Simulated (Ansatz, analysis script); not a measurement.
**Stoner picture of FePt (Tetraferroplatinum)**

Is FePt (Tetraferroplatinum) magnetic, nearly magnetic or plainly paramagnetic? E(M) and M(B) tell.

Method: PBE, PAW set soft_1, in Ansatz 0.2.0.

## 1. The starting structure

Symmetry: P4/mmm, No. 123, tetragonal system. The conventional cell has a = 2.724 Å, b = 2.724 Å, c = 3.720 Å, α = 90.00°, β = 90.00°, γ = 90.00°. Fe has 8 Pt at 2.68 Å and 4 Fe at 2.72 Å nearest. Nearest to Pt lie 8 Fe at 2.68 Å and 4 Pt at 2.72 Å. Farther neighbours are not listed.

Coordinates:

```cif
data_structure
_symmetry_space_group_name_H-M 'P4/mmm'
_symmetry_Int_Tables_number 123
_cell_length_a 2.7235
_cell_length_b 2.7235
_cell_length_c 3.7200
_cell_angle_alpha 90.000
_cell_angle_beta 90.000
_cell_angle_gamma 90.000
_cell_volume 27.59
loop_
_atom_site_label
_atom_site_type_symbol
_atom_site_symmetry_multiplicity
_atom_site_Wyckoff_symbol
_atom_site_fract_x
_atom_site_fract_y
_atom_site_fract_z
_atom_site_occupancy
Fe1 Fe 1 a 0.00000 0.00000 0.00000 1
Pt1 Pt 1 d 0.50000 0.50000 0.50000 1
```

## 2. The collinear state

First a free collinear run, to see which state the typed moments lead to.

input.yaml reads:

```yaml
crystal:
  lattice:
    - [2.7235, 0.0, 0.0]
    - [0.0, 2.7235, 0.0]
    - [0.0, 0.0, 3.72]
  atoms:
    - { symbol: Fe, position: [0.0, 0.0, 0.0], spin: 2.8 }
    - { symbol: Pt, position: [0.5, 0.5, 0.5] }
magnetization:
  spin_polarized: true
kpoints:
  mp_grid: { grid: [12, 12, 9] }
hamiltonian:
  xc: pbe
  pseudopotentials: { kind: paw, azcp: { folder: soft_1 } }
scf:
  occupations: { method: fermi_dirac, width: 0.05 }
  max_iter: 120
  convergence: { dr2_threshold: 1.0e-08 }
  lower_state_search: "off"
output:
  write_density: true
  write_potential: true
  elf: true
  volumetric_format: npy
```

The run is started by

```sh
> ansatz run input.yaml --threads 2 --pin off --max-ram 5120MiB --backend cpu --events-out ev --progress --plain --runs-dir out
```

Numbers of over 12 decimals in the logs are rounded to 6 here.

The log of the run:

```text
Engine: ansatz 0.2.0, aarch64-unknown-linux-gnu
Pseudopotentials: kind: paw
Pseudopotential: Fe, paw, valence charge 16, recommended cutoff 420 eV (normal), soft_1/Fe.paw.azcp
Pseudopotential: Pt, paw, valence charge 18, recommended cutoff 420 eV (normal), soft_1/Pt.paw.azcp
Functional definition: PBE
  parameter kappa = 0.804
  parameter beta = 0.066725
  exchange = pbe_x(kappa = kappa, mu = beta*pi^2/3)
  correlation = pbe_c(beta = beta)
Crystal: 2 atoms, lattice volume = 27.593 Å³
Basis set: ecut = 420 eV, 545 PW (Γ)
Bands: 23, of which v1, the nominal top of the filled ones, is band 17 counted from 1 (16 counted from 0)
Symmetry: 16 space group operations
Space group: P4/mmm (ITA 123), of the structure as read, at distance tolerance 3.0e-5 Å
Magnetic group: BNS 123.339 (UNI 999), of the structure as read, at distance tolerance 3.0e-5 Å
k-points: 140 of 1296
Non-local potential: Fe, projectors of the file, l = 0: 3, l = 1: 2, l = 2: 3, l = 3: 1
Non-local potential: Pt, projectors of the file, l = 0: 3, l = 1: 2, l = 2: 2, l = 3: 1
PAW form: soft (Blöchl's): semilocal exchange-correlation on the pseudo side does not see the compensation charge
PAW one-centre angular grid: Fe, 590 points (default); XC on 64 Gauss nodes
PAW one-centre angular grid: Pt, 590 points (default); XC on 64 Gauss nodes
Initial density: superposition of atomic densities (chi_scale 0.1, normalization cell)
Starting moments: Σ|m| = 2.8 μB on 1 of 2 sites
Initial wavefunctions: pseudopotential atomic-orbital guess
Functional: x = pbe(κ = 0.804, μ = 0.219515), c = pbe(β = 0.066725)
SCF iter   1: F=—  HF=-17007.922514 eV  |F-HF|=—  |Δ(HF+E_count)|=         —  Δρ=2.14e-1 (↑9.14e-2 ↓2.14e-1)  dr2=3.51e1  dr2_m=1.81e0  M=1.594 μB ∫|m|=1.665 μB  β_m=0.30  ethr=3.10e-3  ⟨swp⟩=4.3  Hψ=23921  notcnv=0
preconditioner: auto → none  [metal: Δε(μ)=0.004 eV  Ē_g=9.385 eV  σ=0.050 eV  W_gap=0.02  n_scr=6 (ndim 8)  ℏωp=30.0 eV  f_vac=0.000  D(μ)=2.98/eV (n_scr^D=36)  sad-step TF]
SCF iter   2: F=—  HF=-17006.499953 eV  |F-HF|=—  |Δ(HF+E_count)|=    1.42e0  Δρ=1.14e-1 (↑7.40e-2 ↓1.14e-1)  dr2=7.13e0  dr2_m=2.18e-1  M=2.982 μB ∫|m|=3.013 μB  β_m=1.00  ethr=3.10e-3  ⟨swp⟩=3.0  Hψ=15814  notcnv=0  defer=104
SCF iter   3: F=—  HF=-17005.480495 eV  |F-HF|=—  |Δ(HF+E_count)|=    1.02e0  Δρ=3.95e-2 (↑1.58e-2 ↓3.95e-2)  dr2=3.15e-1  dr2_m=1.25e-1  M=3.192 μB ∫|m|=3.286 μB  β_m=1.00  ethr=3.10e-3  ⟨swp⟩=2.8  Hψ=14763  notcnv=0  defer=163
SCF iter   4: F=—  HF=-17005.476622 eV  |F-HF|=—  |Δ(HF+E_count)|=   3.87e-3  Δρ=1.14e-2 (↑8.59e-3 ↓1.14e-2)  dr2=4.71e-2  dr2_m=4.60e-3  M=3.213 μB ∫|m|=3.341 μB  β_m=1.00  ethr=9.27e-4  ⟨swp⟩=2.0  Hψ=9736  notcnv=0  defer=164
SCF iter   5: F=—  HF=-17005.555846 eV  |F-HF|=—  |Δ(HF+E_count)|=   7.92e-2  Δρ=2.72e-3 (↑1.89e-3 ↓2.72e-3)  dr2=1.67e-3  dr2_m=7.69e-4  M=3.220 μB ∫|m|=3.364 μB  β_m=0.30  ethr=1.39e-4  ⟨swp⟩=2.5  Hψ=10529  notcnv=0  defer=166
Mixer restart at iter 5: flushing history
spin-set hold released at iteration 5 (site moments contracting): the magnetisation degrees of freedom join the quasi-Newton model from the next iteration; the mixer history was flushed
SCF iter   6: F=—  HF=-17005.602553 eV  |F-HF|=—  |Δ(HF+E_count)|=   4.67e-2  Δρ=3.92e-3 (↑2.57e-3 ↓3.92e-3)  dr2=1.94e-3  dr2_m=2.39e-3  M=3.241 μB ∫|m|=3.390 μB  β_m=0.64  ethr=4.92e-6  ⟨swp⟩=2.0  Hψ=11410  notcnv=0  defer=166
SCF iter   7: F=—  HF=-17005.697901 eV  |F-HF|=—  |Δ(HF+E_count)|=   9.53e-2  Δρ=2.26e-2 (↑1.29e-2 ↓2.26e-2)  dr2=4.63e-1  dr2_m=7.71e-3  M=3.190 μB ∫|m|=3.365 μB  β_m=0.39  ethr=4.92e-6  ⟨swp⟩=2.9  Hψ=14151  notcnv=0  defer=166  recentre
SCF iter   8: F=—  HF=-17005.653488 eV  |F-HF|=—  |Δ(HF+E_count)|=   4.44e-2  Δρ=6.61e-3 (↑2.31e-3 ↓6.61e-3)  dr2=8.74e-3  dr2_m=4.55e-3  M=3.299 μB ∫|m|=3.464 μB  β_m=0.46  ethr=4.92e-6  ⟨swp⟩=2.1  Hψ=14937  notcnv=0  defer=171
SCF iter   9: F=—  HF=-17005.653280 eV  |F-HF|=—  |Δ(HF+E_count)|=   2.08e-4  Δρ=1.72e-3 (↑1.65e-3 ↓1.72e-3)  dr2=5.24e-4  dr2_m=6.51e-4  M=3.294 μB ∫|m|=3.464 μB  β_m=0.47  ethr=4.92e-6  ⟨swp⟩=2.1  Hψ=9818  notcnv=0  defer=171
SCF iter  10: F=—  HF=-17005.653342 eV  |F-HF|=—  |Δ(HF+E_count)|=   6.16e-5  Δρ=2.54e-4 (↑8.45e-5 ↓2.54e-4)  dr2=1.67e-5  dr2_m=5.55e-6  M=3.294 μB ∫|m|=3.466 μB  β_m=0.52  ethr=1.54e-6  ⟨swp⟩=2.1  Hψ=8678  notcnv=0  defer=171
SCF iter  11: F=—  HF=-17005.653343 eV  |F-HF|=—  |Δ(HF+E_count)|=   1.32e-6  Δρ=6.03e-5 (↑3.58e-5 ↓6.03e-5)  dr2=1.25e-6  dr2_m=3.83e-7  M=3.294 μB ∫|m|=3.466 μB  β_m=0.64  ethr=4.91e-8  ⟨swp⟩=2.1  Hψ=10503  notcnv=0  defer=171
SCF iter  12: F=—  HF=-17005.653346 eV  |F-HF|=—  |Δ(HF+E_count)|=   2.67e-6  Δρ=2.06e-5 (↑9.83e-6 ↓2.06e-5)  dr2=1.02e-7  dr2_m=4.22e-8  M=3.294 μB ∫|m|=3.466 μB  β_m=0.71  ethr=3.68e-9  ⟨swp⟩=1.1  Hψ=6669  notcnv=0  defer=171
iter 13 met the thresholds in force, and the SCF goes on: an eigenvalue changes by 0.44 meV, over its tolerance of 0.16 meV (output.eigenvalues, Limitations)
SCF iter  13: F=-17005.653346 eV  HF=-17005.653346 eV  |F-HF|=3.15e-9  |Δ(HF+E_count)|=   4.80e-8  Δρ=4.48e-6 (↑2.64e-6 ↓4.48e-6)  dr2=6.70e-9  dr2_m=1.94e-9  M=3.294 μB ∫|m|=3.466 μB  β_m=0.81  ethr=2.94e-11  ⟨swp⟩=4.2  Hψ=20682  notcnv=0
SCF iter  14: F=-17005.653346 eV  HF=-17005.653346 eV  |F-HF|=6.00e-10  |Δ(HF+E_count)|=   3.32e-9  Δρ=1.36e-6 (↑6.36e-7 ↓1.36e-6)  dr2=7.36e-10  dr2_m=1.28e-10  M=3.294 μB ∫|m|=3.466 μB  ethr=1.97e-11  ⟨swp⟩=1.0  Hψ=16081  notcnv=0
SCF 1 converged in 14 iterations: F = -17005.653346 eV  dr2 = 7.36e-10
  greatest PAW one-centre occupation: 1.001 electrons in one spin orbital (limit 2), on the Fe atom at site 0 (counted from 0), in its partial waves of l = 1
SCF converged after 14 iterations
an eigenvalue changed by more than its tolerance at an iteration that met the thresholds in force, so the SCF went on 1 time: the last check found none over its tolerance
Magnetization: 3.2938 μB (18.6469 up, 15.3531 down)
Absolute magnetization: 3.4673 μB (∫|ρ↑−ρ↓|, with the PAW one-centre terms)
Spin contamination: 0.0879 ħ² per cell (⟨S²⟩ above its minimum at these occupations)
Per-site moments (μB) at R_I (Å): [(2.963749, 1.104416), (0.393583, 1.104416)]
Free energy (F): -17005.653346 eV
Harris-Foulkes:  -17005.653346 eV  (|F-HF|=6.00e-10)
Internal energy: -17005.641396 eV  (E = F + TS)
E sigma→0 (E₀):  -17005.647371 eV
Entropy (-TS):   -0.011951 eV (-5.975 meV/atom)
Fermi energy:    20.505579 eV
--- Per-component energies (eV) ---
  E_band       = -369.188480
  E_kinetic    = 923.896777
  E_local      = -3659.516695  (includes V_loc(G=0)·N_el)
  E_nonlocal   = 495.522242
  E_hartree    = 1463.892036
  E_xc         = -342.478190
  E_vxc        = -412.844364  (∫ρ·V_xc dr)
  E_paw        = -10866.783220  (= ΣΔE_a)
  E_vpaw       = -644.029771  (= ΣTr[D̂ρ^β])
  E_aug_tail   = 0.000095  (compensation charges beyond the density's cutoff)
  E_ewald      = -5020.174440
  E_smearing   = -0.011951  (= −TS)
  E_closure    = 0.000000  (closes the sum)
  Σ components = -17005.653346   (vs F -17005.653346, Δ=0.00e0)
--- Band table (eV; the first three rows and the last of 280) ---
  k-point 0 ↑: bands = [... 13 lower, 17.5902, 18.3891, 18.5933, 19.9891, 20.1282, 20.1282, 22.7529, 30.2431, ... 2 higher]
  k-point 1 ↑: bands = [... 13 lower, 17.5206, 18.4156, 18.5191, 19.9573, 19.9816, 19.9816, 22.0047, 31.1697, ... 2 higher]
  k-point 2 ↑: bands = [... 13 lower, 17.3359, 18.3158, 18.4880, 19.5937, 19.5937, 19.8712, 20.4604, 33.1896, ... 2 higher]
  k-point 139 ↓: bands = [... 13 lower, 19.2029, 19.3851, 21.3662, 21.4569, 22.2947, 27.7671, 27.7671, 29.0215, ... 2 higher]
```

Elapsed: 9.8 s, on 2 threads of Arm Neoverse V1, shared host; peak memory 0.39 GiB.

Reading the cycles: dr2 is the Hartree energy of the density residual (eV), the measure of convergence; HF is the Harris–Foulkes estimate of the energy, which meets the free energy F at convergence.

Spin moment in the atom's sphere by atom:

```
atom  spin moment in the atom's sphere (μB)
 Fe1                                   2.96
 Pt2                                   0.39
```

Tables count atoms from 1; parts of the log count from 0.

The run ends ferromagnetic, with a net moment of 3.29 μB a cell. With one Fe atom carrying the moment, parallel order of its images is forced by the cell, not found.

Spin density in the ac plane at fractional y = 0.000, with atoms of Fe within 0.2 Å of it.

Ten even steps from '0' (0.0 e/Å³) to '9' (6.5 e/Å³):
```
86310000000136
43100000000013
11000000000001
00000000000000
00000000000000
00000000000000
00000000000000
00000000000000
00000000000000
00000000000000
00000000000000
00000000000000
00000000000000
00000000000000
00000000000000
11000000000001
43100000000013
86310000000136
98410000000148
```
Columns run along a (2.7 Å), rows up along c (3.7 Å). Atoms in or near the plane, at fractional coordinates: Fe at (0.00, 0.00).

Valence density in the ac plane at fractional y = 0.000, with atoms of Fe within 0.2 Å of it. It is the smooth field of the valence electrons, not physical close to the nuclei.

Ten steps, logarithmic in the rise over the least value, from '_' (0 e/Å³) to '@' (32 e/Å³):
```
@@@@##++::..______..::++##@@
%%##**==....______....==**##
++++--::..__________..::--++
::::....______________....::
....______________________..
____________________________
____________________________
____________......__________
__________..........________
__________..........________
____________......__________
____________________________
____________________________
....______________________..
::::....______________....::
++++--::..__________..::--++
%%##**==....______....==**##
@@@@##++::..______..::++##@@
@@@@%%++::..______..::++%%@@
```
Columns run along a (2.7 Å), rows up along c (3.7 Å). Atoms in or near the plane, at fractional coordinates: Fe at (0.00, 0.00).

ELF in the ac plane at fractional y = 0.000, with atoms of Fe within 0.2 Å of it. It is the smooth field of the valence electrons, not physical close to the nuclei.

Values, 19 rows by 14 columns:
```
0.88 0.81 0.60 0.40 0.25 0.17 0.21 0.26 0.21 0.17 0.25 0.40 0.60 0.81
0.67 0.60 0.45 0.31 0.20 0.16 0.23 0.29 0.23 0.16 0.20 0.31 0.45 0.60
0.41 0.37 0.30 0.21 0.16 0.18 0.27 0.31 0.27 0.18 0.16 0.21 0.30 0.37
0.22 0.21 0.17 0.15 0.17 0.24 0.31 0.32 0.31 0.24 0.17 0.15 0.17 0.21
0.11 0.12 0.13 0.16 0.23 0.29 0.32 0.32 0.32 0.29 0.23 0.16 0.13 0.12
0.12 0.14 0.17 0.23 0.28 0.31 0.32 0.32 0.32 0.31 0.28 0.23 0.17 0.14
0.17 0.18 0.22 0.26 0.29 0.30 0.31 0.32 0.31 0.30 0.29 0.26 0.22 0.18
0.18 0.19 0.22 0.25 0.28 0.30 0.31 0.32 0.31 0.30 0.28 0.25 0.22 0.19
0.18 0.19 0.21 0.25 0.28 0.30 0.31 0.32 0.31 0.30 0.28 0.25 0.21 0.19
0.18 0.19 0.21 0.25 0.28 0.30 0.31 0.32 0.31 0.30 0.28 0.25 0.21 0.19
0.18 0.19 0.22 0.25 0.28 0.30 0.31 0.32 0.31 0.30 0.28 0.25 0.22 0.19
0.17 0.18 0.22 0.26 0.29 0.30 0.31 0.32 0.31 0.30 0.29 0.26 0.22 0.18
0.12 0.14 0.17 0.23 0.28 0.31 0.32 0.32 0.32 0.31 0.28 0.23 0.17 0.14
0.11 0.12 0.13 0.16 0.23 0.29 0.32 0.32 0.32 0.29 0.23 0.16 0.13 0.12
0.22 0.21 0.17 0.15 0.17 0.24 0.31 0.32 0.31 0.24 0.17 0.15 0.17 0.21
0.41 0.37 0.30 0.21 0.16 0.18 0.27 0.31 0.27 0.18 0.16 0.21 0.30 0.37
0.67 0.60 0.45 0.31 0.20 0.16 0.23 0.29 0.23 0.16 0.20 0.31 0.45 0.60
0.88 0.81 0.60 0.40 0.25 0.17 0.21 0.26 0.21 0.17 0.25 0.40 0.60 0.81
0.93 0.88 0.67 0.43 0.27 0.17 0.20 0.26 0.20 0.17 0.27 0.43 0.67 0.88
```
Columns run along a (2.7 Å), rows up along c (3.7 Å). Atoms in or near the plane, at fractional coordinates: Fe at (0.00, 0.00).

## 3. The same state on a denser mesh

Levels at the Fermi energy are partly filled, so moments and energy differences can hang on the k-mesh, and the state is solved again on a denser one.

input.yaml, the sections that differ from step 2:

```yaml
crystal:
  lattice:
    - [2.7235, 0.0, 0.0]
    - [0.0, 2.7235, 0.0]
    - [0.0, 0.0, 3.72]
  atoms:
    - { symbol: Fe, position: [0.0, 0.0, 0.0], spin: 2.96 }
    - { symbol: Pt, position: [0.5, 0.5, 0.5] }
kpoints:
  mp_grid: { grid: [14, 14, 10] }
basis:
  ecutwfc: 420.0
checkpoint:
  read: start
  write: ck
  compress: false
  write_wavefunctions: false
  write_every: 100000
# magnetization, hamiltonian, scf: as in step 2
# output: removed
```

The log of the run:

```text
[...]
SCF converged after 7 iterations
Magnetization: 3.2833 μB (18.6417 up, 15.3583 down)
Absolute magnetization: 3.4566 μB (∫|ρ↑−ρ↓|, with the PAW one-centre terms)
[...]
Per-site moments (μB) at R_I (Å): [(2.959893, 1.104416), (0.386871, 1.104416)]
Free energy (F): -17005.654296 eV
[...]
Internal energy: -17005.643753 eV  (E = F + TS)
E sigma→0 (E₀):  -17005.649024 eV
Entropy (-TS):   -0.010543 eV (-5.271 meV/atom)
Fermi energy:    20.512991 eV
[...]
```

The job ended after 6.2 s (2 threads; peak memory 0.43 GiB).

Spin moment in the atom's sphere by atom:

```
atom  spin moment in the atom's sphere (μB)
 Fe1                                   2.96
 Pt2                                   0.39
```

The run ends ferromagnetic, with a net moment of 3.28 μB a cell, against 3.29 μB on the first mesh.

## 4. The non-magnetic reference

The state without spin is the zero of E(M).

input.yaml, the sections that differ from step 3:

```yaml
crystal:
  lattice:
    - [2.7235, 0.0, 0.0]
    - [0.0, 2.7235, 0.0]
    - [0.0, 0.0, 3.72]
  atoms:
    - { symbol: Fe, position: [0.0, 0.0, 0.0] }
    - { symbol: Pt, position: [0.5, 0.5, 0.5] }
scf:
  occupations: { method: fermi_dirac, width: 0.05 }
  max_iter: 120
  convergence: { dr2_threshold: 1.0e-08 }
# kpoints, hamiltonian, basis: as in step 3
# magnetization: removed
# checkpoint: removed
```

The run is started by

```sh
> ansatz run input.yaml --threads 1 --pin off --max-ram 2560MiB --backend cpu --events-out ev --progress --plain --runs-dir out
```

The log of the run:

```text
[...]
Crystal: 2 atoms, lattice volume = 27.593 Å³
Basis set: ecut = 420 eV, 545 PW (Γ)
Bands: 21, of which v1, the nominal top of the filled ones, is band 17 counted from 1 (16 counted from 0)
Symmetry: 16 space group operations
[...]
k-points: 216 of 1960
[...]
SCF iter   1: F=—  HF=-17017.373242 eV  |F-HF|=—  |Δ(HF+E_count)|=         —  Δρ=5.96e-1  dr2=1.43e2  ethr=3.10e-3  ⟨swp⟩=4.1  Hψ=16892  notcnv=0
[...]
SCF iter  10: F=-17004.922994 eV  HF=-17004.922994 eV  |F-HF|=4.73e-10  |Δ(HF+E_count)|=   9.52e-9  Δρ=1.74e-6  dr2=6.15e-10  ethr=2.94e-11  ⟨swp⟩=3.0  Hψ=11064  notcnv=0
SCF 1 converged in 10 iterations: F = -17004.922994 eV  dr2 = 6.15e-10
[...]
SCF converged after 10 iterations
Free energy (F): -17004.922994 eV
[...]
Internal energy: -17004.886621 eV  (E = F + TS)
E sigma→0 (E₀):  -17004.904807 eV
Entropy (-TS):   -0.036373 eV (-18.186 meV/atom)
Fermi energy:    20.369007 eV
[...]
```

The job ended after 7.6 s (1 thread; peak memory 0.36 GiB).

The free collinear run lies 731 meV below it.

## 5. Without spin, levels printed

Changes to input.yaml since step 4:

```diff
@@ -19 +19,3 @@
   ecutwfc: 420.0
+output:
+  eigenvalues: true
```

The log of the run:

```text
[...]
Crystal: 2 atoms, lattice volume = 27.593 Å³
Basis set: ecut = 420 eV, 545 PW (Γ)
Bands: 21, of which v1, the nominal top of the filled ones, is band 17 counted from 1 (16 counted from 0)
Symmetry: 16 space group operations
[...]
k-points: 216 of 1960
[...]
Fermi energy:    20.369007 eV
[...]
--- Band table (eV; the first three rows and the last of 216) ---
  k-point 0: bands = [... 13 lower, 18.7347, 19.0602, 19.9141, 20.7600, 21.0661, 21.0661, 22.8318, 30.5731]
  k-point 1: bands = [... 13 lower, 18.6832, 19.0825, 19.8497, 20.7328, 20.9521, 20.9521, 22.2356, 31.3208]
  k-point 2: bands = [... 13 lower, 18.5462, 19.1446, 19.6386, 20.6529, 20.6529, 20.6578, 20.9611, 33.0417]
  k-point 215: bands = [... 13 lower, 18.2631, 18.4995, 19.9778, 20.7854, 20.9993, 27.5822, 27.5822, 28.7209]
[key lines of the parts left out:]
SCF converged after 10 iterations
Free energy (F): -17004.922994 eV
```

Elapsed: 7.6 s, on 1 thread; peak memory 0.33 GiB.

## 6. Total moment fixed at 0.444 μB

Two Fermi levels, one a spin, hold the total moment exactly, which reaches states that a free run would leave.

input.yaml, the sections that differ from step 5:

```yaml
crystal:
  lattice:
    - [2.7235, 0.0, 0.0]
    - [0.0, 2.7235, 0.0]
    - [0.0, 0.0, 3.72]
  atoms:
    - { symbol: Fe, position: [0.0, 0.0, 0.0], spin: 0.444 }
    - { symbol: Pt, position: [0.5, 0.5, 0.5] }
magnetization:
  spin_polarized: true
  initial_magnetization: 0.444
  spin_locking: { lock_magnetization: hard }
scf:
  occupations: { method: fermi_dirac, width: 0.05 }
  max_iter: 120
  convergence: { dr2_threshold: 1.0e-08 }
  lower_state_search: "off"
# kpoints, hamiltonian, basis: as in step 5
# output: removed
```

The log of the run:

```text
[...]
Crystal: 2 atoms, lattice volume = 27.593 Å³
Basis set: ecut = 420 eV, 545 PW (Γ)
Bands: 22, of which v1, the nominal top of the filled ones, is band 17 counted from 1 (16 counted from 0)
Symmetry: 16 space group operations
[...]
k-points: 216 of 1960
[...]
Starting moments: Σ|m| = 0.444 μB on 1 of 2 sites
[...]
SCF iter   1: F=—  HF=-17008.777316 eV  |F-HF|=—  |Δ(HF+E_count)|=         —  Δρ=1.87e-1 (↑1.70e-1 ↓1.87e-1)  dr2=5.49e1  dr2_m=2.01e-2  M=0.444 μB ∫|m|=0.446 μB  β_m=0.30  ethr=3.10e-3  ⟨swp⟩=4.1  Hψ=35167  notcnv=0
[...]
SCF iter  20: F=-17004.945626 eV  HF=-17004.945626 eV  |F-HF|=1.24e-10  |Δ(HF+E_count)|=   2.41e-9  Δρ=7.95e-7 (↑7.56e-7 ↓7.95e-7)  dr2=2.82e-10  dr2_m=9.40e-11  M=0.444 μB ∫|m|=0.544 μB  ethr=7.38e-12  ⟨swp⟩=1.0  Hψ=25847  notcnv=0
SCF 1 converged in 20 iterations: F = -17004.945626 eV  dr2 = 2.82e-10
[...]
SCF converged after 20 iterations
Stability checked in part: among states of this total moment the steps that led to this state did not find it unstable. No probe was made; neither looks for a lower state of another moment (fixed_total_moment; see scf.lower_state_search)
Magnetization: 0.4440 μB (17.2220 up, 16.7780 down)
Absolute magnetization: 0.5459 μB (∫|ρ↑−ρ↓|, with the PAW one-centre terms)
[...]
Per-site moments (μB) at R_I (Å): [(0.485540, 1.104416), (-0.020903, 1.104416)]
Free energy (F): -17004.945626 eV
[...]
Internal energy: -17004.908892 eV  (E = F + TS)
E sigma→0 (E₀):  -17004.927259 eV
Entropy (-TS):   -0.036734 eV (-18.367 meV/atom)
Fermi energy:    20.380868 (↑ 20.287017, ↓ 20.474719) eV
[...]
```

Elapsed: 25 s, on 1 thread; peak memory 0.42 GiB.

The energy is -22.6 meV from the state without spin, and the largest site carries 0.486 μB.

(Part 1 of 2 ends here.)

[Logs and program files are shortened in this print: banners, set-up blocks, solver, clock and traceback lines can be left out without a mark of their own.]

[Logs are printed without paths, hosts, clocks, repeated set-up lines and the standing remarks that a program may print on its own settings, such as how far it seeks lower states.]

[Hosts, paths, dates, database ids (printed as entryN), source tags and the programs' standing remarks are cut or masked in the printed files.]
